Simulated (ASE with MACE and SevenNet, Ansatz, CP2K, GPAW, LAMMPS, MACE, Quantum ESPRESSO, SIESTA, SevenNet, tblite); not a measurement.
# Ionic liquid Pyr13+ Cl- at 400 K (112 atoms) in machine-learned potentials

Wanted: machine-learned potentials inputs and outputs for ionic liquid Pyr13+ Cl- at 400 K (112 atoms), checked against a plane-wave reference.

Main program and level: ASE with MACE and SevenNet; the method is named at each step.

### 1. The structure

The cell holds 112 atoms: 32 C, 4 N, 72 H and 4 Cl. Its edges and angles: a = 10.205 Å, b = 10.205 Å, c = 10.205 Å, α = 90.0°, β = 90.0°, γ = 90.0°. 4 Pyr13+, 4 Cl- placed at random, at 1.02 g/cm³; overlaps pushed apart, then 10 ps at 700 K with Joung-Cheatham ions (J. Phys. Chem. B 112, 9020 (2008)); MMFF94 bonds, angles, torsions, charges and radii (Halgren, J. Comput. Chem. 17, 490 (1996)) in harmonic and 12-6 forms; charges of ions scaled by 0.8. Snapshot after 30 ps at 400 K and fixed volume.

The yardstick, on the same geometry:

| Item | Value |
| --- | --- |
| method | Kohn-Sham DFT, PBE, SSSP efficiency 1.3.0 pseudopotentials, plane waves (Quantum ESPRESSO 7.5); sssp-pbe-1.3.0-efficiency, cutoffs 60/480 Ry, Γ point |
| r.m.s. force component | 0.9434 eV/Å |
| longest force | 3.389 eV/Å |
| pressure | 2.016 GPa |
| gap (highest filled to lowest empty level) | 4.009 eV |
| time | 1.7 min on 2 MPI ranks of Arm Neoverse V2, shared host |
| CPU time | 3.4 min |

### 2. MACE MP-0b2 small potential

Method: machine-learned interatomic potential MACE MP-0b2 small, trained on PBE(+U) plane-wave data.

File run.py:

```python
import numpy as np
from ase.io import read
import mlip  # loads the published weights by name

atoms = read("structure.xyz")
atoms.calc = mlip.calc("mace-mp-0b2-small")
energy = atoms.get_potential_energy()
forces = atoms.get_forces()
print(f"energy {energy:.6f} eV")
print("forces (eV/A)")
for i, (a, f) in enumerate(zip(atoms, forces)):
    print(f"{i:4d} {a.symbol:2s} {f[0]:10.5f} {f[1]:10.5f} {f[2]:10.5f}")
stress = -atoms.get_stress(voigt=False) * 160.21766
print("stress (GPa, compression positive)")
for row in stress:
    print(" ".join(f"{x:10.4f}" for x in row))
```

File structure.xyz:

```xyz
112
Lattice="10.20511 0.00000 0.00000 0.00000 10.20511 0.00000 0.00000 0.00000 10.20511" Properties=species:S:1:pos:R:3 pbc="T T T"
C 1.25778 5.87018 4.11439
C 0.19890 6.20961 3.09919
C 0.15012 7.72078 2.95346
N 9.26359 8.16184 2.05674
C 7.94907 7.95233 2.90305
C 9.41768 9.60740 1.80722
C 0.24370 9.69883 0.61965
C 0.10562 8.29441 10.17276
C 9.25583 7.58678 0.68854
H 1.23043 4.79610 4.17797
H 0.92642 6.33533 5.04204
H 2.30105 6.19909 3.91325
H 0.56945 5.77099 2.23400
H 9.39095 5.88508 3.42075
H 1.00653 8.05500 2.44535
H 0.04123 8.18909 3.91846
H 7.70914 6.88865 3.02990
H 7.20675 8.59250 2.43300
H 8.14592 8.40248 3.89917
H 8.52310 9.95958 1.20941
H 9.68169 10.17398 2.74252
H 10.18276 0.31075 0.00337
H 1.33728 9.84171 0.95806
H 1.08103 7.73751 0.13624
H 10.04897 8.44452 9.17735
H 9.41381 6.51770 0.77630
H 8.21338 7.88763 0.29248
C 1.37514 4.62945 9.85630
C 2.07449 3.76487 0.78814
C 3.19563 4.57015 1.48780
N 4.02285 3.82896 2.53924
C 4.84396 4.97652 3.16277
C 3.32156 3.10307 3.60444
C 4.13807 1.88968 3.87539
C 5.37697 1.92295 2.96438
C 4.93233 2.80151 1.80967
H 1.23604 5.66312 10.05009
H 1.96714 4.46749 8.94560
H 0.38820 4.23971 9.67516
H 1.29748 3.54342 1.50383
H 2.41698 2.84304 0.31503
H 3.92162 4.78987 0.74518
H 2.86978 5.43994 1.93295
H 4.23604 5.73833 3.56607
H 5.51545 4.52801 3.91366
H 5.53158 5.25624 2.40330
H 2.31278 2.96805 3.25094
H 3.34738 3.73834 4.57669
H 4.34983 1.65864 4.91754
H 3.63608 1.03021 3.57240
H 6.17491 2.42606 3.49056
H 5.66475 0.94050 2.73599
H 4.31952 2.29237 1.10307
H 5.77466 3.25819 1.34258
C 6.23155 5.68823 9.87008
C 6.14633 6.80242 8.82885
[... 52 atom lines left out ...]
Cl 4.09296 8.40472 2.15369
Cl 8.98029 7.91365 6.33992
Cl 8.61760 3.13532 1.82437
Cl 3.80998 3.19012 7.19215
```

On the command line:

```
$ OMP_NUM_THREADS=1 python run.py > output.txt
```

Output:

```text
energy -593.498956 eV
forces (eV/A)
   0 C    -0.03629    0.23274    0.63549
   1 C    -0.27111    1.80445    1.48172
   2 C    -0.10188   -1.35434   -0.62078
   3 N    -2.34089    0.14728    2.56043
   4 C     0.89929    0.90819   -0.34230
   5 C     0.62960    1.73533   -1.42573
   6 C     1.83362   -1.09114    2.37308
   7 C     2.49807    0.79086    1.17184
   8 C    -2.44053   -0.37639    0.45898
   9 H     0.29066   -0.58549    0.49206
  10 H     0.15475   -0.11526    0.65187
  11 H    -0.61597    0.06605   -0.22643
  12 H    -0.23230   -1.09284   -2.21981
  13 H     0.67710   -0.46900   -0.28085
  14 H     1.86506    0.58087   -0.38480
  15 H    -0.23725    0.45522    0.52085
  16 H    -0.04692    0.27047   -0.41352
  17 H    -0.64359   -0.51383   -0.29040
  18 H     0.14333   -0.36459   -0.19512
  19 H     0.17566   -0.17539    1.51250
  20 H    -0.52645   -0.27890   -0.95929
  21 H    -0.31056    0.91734   -0.92280
  22 H    -1.45838   -0.11835   -0.21759
  23 H    -0.73487    0.55502   -0.64131
[...]
104 H    -0.10987    0.34268    0.53661
 105 H     0.40416    0.51411   -0.13977
 106 H    -0.82868    0.09630   -0.07141
 107 H     0.05982    1.02603   -1.31536
 108 Cl   -0.04614   -0.01205   -0.08487
 109 Cl   -0.04406    0.07640    0.04546
 110 Cl    0.03671    0.12303    0.09715
 111 Cl    0.06244    0.14550    0.01013
stress (GPa, compression positive)
    1.3570     0.2287    -0.1872
    0.2287     2.8118     0.3378
   -0.1872     0.3378     2.3678
```

Elapsed: 5.9 s, on 1 thread of Arm Neoverse V2, shared host; peak memory 0.73 GiB.

Banners, paths, timers and routine set-up lines are dropped from the logs unmarked, and long logs keep their key lines alone; longer cuts are marked.

Against the reference:

```yaml
r_m_s_force_component: 0.9442 eV/Å
r_m_s_difference_of_force_components: 97.68 meV/Å
longest_difference_of_force_vectors: 459.6 meV/Å
force_difference_over_r_m_s_force: 10.35 %
slope_of_forces_against_the_reference_s: 0.9955
correlation_of_force_components: 0.9946
pressure: 2.179 GPa
pressure_difference: 0.1632 GPa
```

Length of the force difference by element (eV/Å):

| element | atoms | mean | most |
| --- | --- | --- | --- |
| C | 32 | 0.24 | 0.46 |
| Cl | 4 | 0.047 | 0.079 |
| H | 72 | 0.081 | 0.16 |
| N | 4 | 0.25 | 0.29 |

Local excerpt of 9 atoms (numbers count through the whole input) about N4, one of the 4 N atoms; x, y, z are measured from there.

| atom | x | y | z | distance (Å) | bonds | Fx | Fy | Fz (eV/Å) |
| --- | --- | --- | --- | --- | --- | --- | --- | --- |
| N4 | 0.00 | 0.00 | 0.00 | 0.00 | 4 | -2.34 | 0.15 | 2.56 |
| C6 | 0.15 | 1.45 | -0.25 | 1.48 | 4 | 0.63 | 1.74 | -1.43 |
| C3 | 1.09 | -0.44 | 0.90 | 1.48 | 4 | -0.10 | -1.35 | -0.62 |
| C9 | -0.01 | -0.58 | -1.37 | 1.48 | 4 | -2.44 | -0.38 | 0.46 |
| C5 | -1.31 | -0.21 | 0.85 | 1.58 | 4 | 0.90 | 0.91 | -0.34 |
| H15 | 1.95 | -0.11 | 0.39 | 1.99 | 1 | 1.87 | 0.58 | -0.38 |
| H27 | -1.05 | -0.27 | -1.76 | 2.07 | 1 | 1.33 | -0.76 | 0.33 |
| H26 | 0.15 | -1.64 | -1.28 | 2.09 | 1 | -0.44 | -0.43 | -0.23 |
| H16 | 0.98 | 0.03 | 1.86 | 2.11 | 1 | -0.24 | 0.46 | 0.52 |

Atoms are counted from 1 here, from 0 in the log.

Forces lie 10 % from the reference's, at 0.028 times its CPU time (on 1 against 2 cores).

### 3. SevenNet l3i5 potential

Method: machine-learned interatomic potential SevenNet l3i5, trained on PBE(+U) plane-wave data.

Edit run.py of step 2 so:

```diff
@@ -5,3 +5,3 @@
 atoms = read("structure.xyz")
-atoms.calc = mlip.calc("mace-mp-0b2-small")
+atoms.calc = mlip.calc("7net-l3i5")
 energy = atoms.get_potential_energy()
```

structure.xyz is that of step 2.

Output:

```text
energy -593.331360 eV
forces (eV/A)
   0 C    -0.17751    0.50677    0.53760
   1 C    -0.16770    1.48589    1.50733
   2 C     0.17863   -1.43565   -0.65591
   3 N    -2.30026    0.17489    2.70013
   4 C     0.84849    0.88889   -0.30188
   5 C     0.54739    1.59876   -1.63252
   6 C     1.97716   -1.21245    2.33876
   7 C     2.52367    0.81821    1.04963
   8 C    -2.51805   -0.16601    0.36003
   9 H     0.31134   -0.71181    0.42720
  10 H     0.12642   -0.07926    0.71648
  11 H    -0.59273    0.11646   -0.27177
  12 H    -0.22837   -0.92874   -2.18309
  13 H     0.55464   -0.50440   -0.28400
  14 H     1.82919    0.58899   -0.30866
  15 H    -0.19242    0.48919    0.46392
  16 H    -0.08333    0.21901   -0.36929
  17 H    -0.64838   -0.45889   -0.28617
  18 H     0.13964   -0.35753   -0.22549
  19 H     0.08406   -0.16296    1.57600
  20 H    -0.58448   -0.34649   -0.94776
  21 H    -0.32316    0.95800   -0.87082
  22 H    -1.47168   -0.08353   -0.21095
  23 H    -0.73512    0.50809   -0.58556
[...]
104 H    -0.17139    0.34512    0.61222
 105 H     0.34884    0.56697   -0.17073
 106 H    -0.79975    0.13079   -0.02124
 107 H     0.11123    1.08639   -1.40948
 108 Cl   -0.01695   -0.03830   -0.12632
 109 Cl    0.00291    0.06487    0.11078
 110 Cl    0.05819    0.09741    0.10897
 111 Cl    0.12508    0.19841    0.03607
stress (GPa, compression positive)
    1.3941     0.2287    -0.3878
    0.2287     2.6653     0.2072
   -0.3878     0.2072     2.1328
```

Elapsed: 12 s, on 1 thread; peak memory 2.3 GiB.

Against the reference:

```
r.m.s. force component                  : 0.9453 eV/Å
r.m.s. difference of force components   : 98.14 meV/Å
longest difference of force vectors     : 532.6 meV/Å
force difference over r.m.s. force      : 10.4 %
slope of forces against the reference's : 0.9966
correlation of force components         : 0.9946
pressure                                : 2.064 GPa
pressure difference                     : 0.0484 GPa
```

Against the first run (10 %), the force difference from the reference is 10 %, at 2.0 times the CPU time.

### 4. MACE MP-0b3 medium potential

Method: machine-learned interatomic potential MACE MP-0b3 medium, trained on PBE(+U) plane-wave data.

Edit run.py of step 3 so:

```diff
@@ -5,3 +5,3 @@
 atoms = read("structure.xyz")
-atoms.calc = mlip.calc("7net-l3i5")
+atoms.calc = mlip.calc("mace-mp-0b3-medium")
 energy = atoms.get_potential_energy()
```

structure.xyz is that of step 3.

Output:

```text
energy -593.042049 eV
forces (eV/A)
   0 C    -0.12578    0.27089    0.57068
   1 C    -0.17373    1.69732    1.56255
   2 C    -0.26592   -1.32060   -0.65178
   3 N    -2.40617    0.19561    2.67680
   4 C     1.03749    0.80872   -0.24876
   5 C     0.77198    1.65030   -1.71534
   6 C     1.84179   -1.15376    2.30074
   7 C     2.49863    0.81134    1.19890
   8 C    -2.42125   -0.38070    0.21353
   9 H     0.31085   -0.65095    0.49428
  10 H     0.17048   -0.12215    0.56984
  11 H    -0.64085    0.10364   -0.24376
  12 H    -0.18977   -1.03254   -2.10720
  13 H     0.62591   -0.47342   -0.27329
  14 H     1.71074    0.52652   -0.33126
  15 H    -0.18008    0.40496    0.50740
  16 H    -0.04024    0.19696   -0.38241
  17 H    -0.58974   -0.44557   -0.27096
  18 H     0.10411   -0.35650   -0.21946
  19 H     0.10675   -0.13494    1.47655
  20 H    -0.53473   -0.29484   -0.88338
  21 H    -0.33561    0.93890   -0.91282
  22 H    -1.44956   -0.05954   -0.25010
  23 H    -0.72073    0.52468   -0.56265
[...]
104 H    -0.12595    0.36419    0.50649
 105 H     0.38510    0.43951   -0.18339
 106 H    -0.68608    0.16029   -0.02421
 107 H    -0.02146    1.07944   -1.29428
 108 Cl   -0.02709    0.01257   -0.02929
 109 Cl   -0.00540    0.04974    0.07215
 110 Cl    0.06377    0.12146    0.05641
 111 Cl    0.05224    0.13946    0.04158
stress (GPa, compression positive)
    1.3557     0.3236    -0.1422
    0.3236     2.7109     0.3065
   -0.1422     0.3065     2.2568
```

Elapsed: 8.4 s, on 1 thread; peak memory 1.4 GiB.

Compared with the plane-wave run:

```yaml
r_m_s_force_component: 0.9386 eV/Å
r_m_s_difference_of_force_components: 112.7 meV/Å
longest_difference_of_force_vectors: 550.1 meV/Å
force_difference_over_r_m_s_force: 11.94 %
slope_of_forces_against_the_reference_s: 0.9878
correlation_of_force_components: 0.9928
pressure: 2.108 GPa
pressure_difference: 0.0921 GPa
```

Against the first run (10 %), the force difference from the reference is 12 %, at 1.4 times the CPU time.

### 5. Side by side

Differences are against the plane-wave reference, forces as r.m.s. over components; share is that over the reference's r.m.s. force, slope the least-squares factor from reference forces to these. Total energies of different programs have different zeros and aren't compared.

```
                         run  Δ force, r.m.s. (meV/Å)  share (%)  slope  Δ pressure (GPa)  cores  CPU time  memory (GiB)
                   reference                        -          -      -                 -      2   3.4 min           2.8
 MACE MP-0b2 small potential                     97.7       10.4  0.996             0.163      1     5.9 s          0.73
     SevenNet l3i5 potential                     98.1       10.4  0.997            0.0484      1      12 s           2.3
MACE MP-0b3 medium potential                      113       11.9  0.988            0.0921      1     8.4 s           1.4
```

Times of the machine-learned potentials are mostly Python's start and the loading of weights.

CPU time is summed over cores on a shared host, where runs went side by side, so it is rough. Symmetry, cutoffs, thresholds, outputs and thread counts weren't matched or tuned between programs; memory under MPI is the largest rank's times the ranks.

### 6. Summary of results

```
nearest in forces : a tie at 10 % of 2 runs: MACE MP-0b2 small potential; SevenNet l3i5 potential
```

In words: Machine-learned potentials differ by 10 % (MACE MP-0b2 small potential) to 12 % (MACE MP-0b3 medium potential); they were trained on other programs' data. The reference's pressure holds the uncorrected Pulay stress of its 60 Ry basis, so small pressure differences, and their order, may be the reference's own error. Machine-learned potentials mimic data converged in k, so the reference's own k-point error enters their differences. The network of contacts between molecules at the start is that of the classical potential that made the cell, and needn't be the one that DFT or experiment would give. The reference's PBE has no dispersion term, which matters for the binding between molecules or layers. The density was typed from a rule of thumb and may lie off the real one at this temperature. The electronic-structure runs sample only Γ, in a cell whose shortest periodic width is 10 Å.

[Also dropped from logs without a mark: logging warnings of Python, and SIESTA's first energy breakdown and zero terms.]

[Logs are printed without paths, hosts, clocks, repeated set-up lines and the standing remarks that a program may print on its own settings, such as how far it seeks lower states.]

[Hosts, paths, dates, database ids (printed as entryN), source tags and the programs' standing remarks are cut or masked in the printed files.]

[The MMFF94 radii named for the starting cell were scaled by 0.96; in molecules described by MMFF94, hydrogen bound to N, O or S took a small fixed 12-6 site in their place.]
